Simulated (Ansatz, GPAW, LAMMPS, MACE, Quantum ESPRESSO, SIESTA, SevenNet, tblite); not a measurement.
## Liquid (Cs,Li,Na)Cl at 1300 K (98 atoms): runs against a plane-wave reference

Density of this cell: 1.95 g/cm³. The cell holds 98 atoms: 15 Cs, 21 Li, 13 Na and 49 Cl. Its edges and angles: a = 15.265 Å, b = 15.265 Å, c = 15.265 Å, α = 90.0°, β = 90.0°, γ = 90.0°. 98 atoms (15 Cs, 21 Li, 13 Na, 49 Cl) placed at random at 1.95 g/cm³, melted at 1800 K for 10 ps at fixed volume with the Lennard-Jones and Coulomb ion parameters for SPC/E (Joung and Cheatham, J. Phys. Chem. B 112, 9020 (2008)), full charges. Snapshot at the end of a hold of 20 ps at 1300 K and fixed volume.

Geometry: as built.

The reference, a calculation:

* method: Kohn-Sham DFT, PBE, SSSP efficiency 1.3.0 pseudopotentials, plane waves (Quantum ESPRESSO 7.5); sssp-pbe-1.3.0-efficiency, cutoffs 45/360 Ry, Γ point
* r.m.s. force component: 0.3688 eV/Å
* longest force: 1.762 eV/Å
* pressure: -0.3777 GPa
* gap (highest filled to lowest empty level): 2.921 eV
* time: 36 min on 1 thread of Arm Neoverse V1, shared host
* CPU time: 36 min

Runs, in no order:
A. GPAW PBE, LCAO dzp, h 0.22 Å: Kohn-Sham DFT, PBE, PAW, atomic orbitals (dzp)
B. SIESTA PBE, SZP, shift 0.01 Ry, mesh 500 Ry: Kohn-Sham DFT, PBE, PseudoDojo 0.4.1 norm-conserving pseudopotentials (converted to PSML), numerical atomic orbitals (SZP), diagonalisation
C. tblite GFN1-xTB: GFN1-xTB tight binding, diagonalisation
D. SevenNet 0 potential: machine-learned interatomic potential SevenNet 0, trained on PBE(+U) plane-wave data

Q: Order them from the smallest to the largest r.m.s. force difference.

A, D, B, C.

```csv
run,"Δ force, r.m.s. (meV/Å)",share of r.m.s. force (%),CPU time
"A. GPAW PBE, LCAO dzp, h 0.22 Å",47.3,12.8,6.5 min
D. SevenNet 0 potential,72.6,19.7,7.6 s
"B. SIESTA PBE, SZP, shift 0.01 Ry, mesh 500 Ry",135,36.5,7.2 min
C. tblite GFN1-xTB,205,55.7,5.3 s
```

Periodic xTB results under one method name differ between programs and library versions. The network of bonds at the start is that of the classical potential that made the cell, and needn't be the one that DFT or experiment would give. The electronic-structure runs sample only Γ, in a cell whose shortest periodic width is 15 Å.

[Logs are printed without paths, hosts, clocks, repeated set-up lines and the standing remarks that a program may print on its own settings, such as how far it seeks lower states.]

[Hosts, paths, dates, database ids (printed as entryN), source tags and the programs' standing remarks are cut or masked in the printed files.]
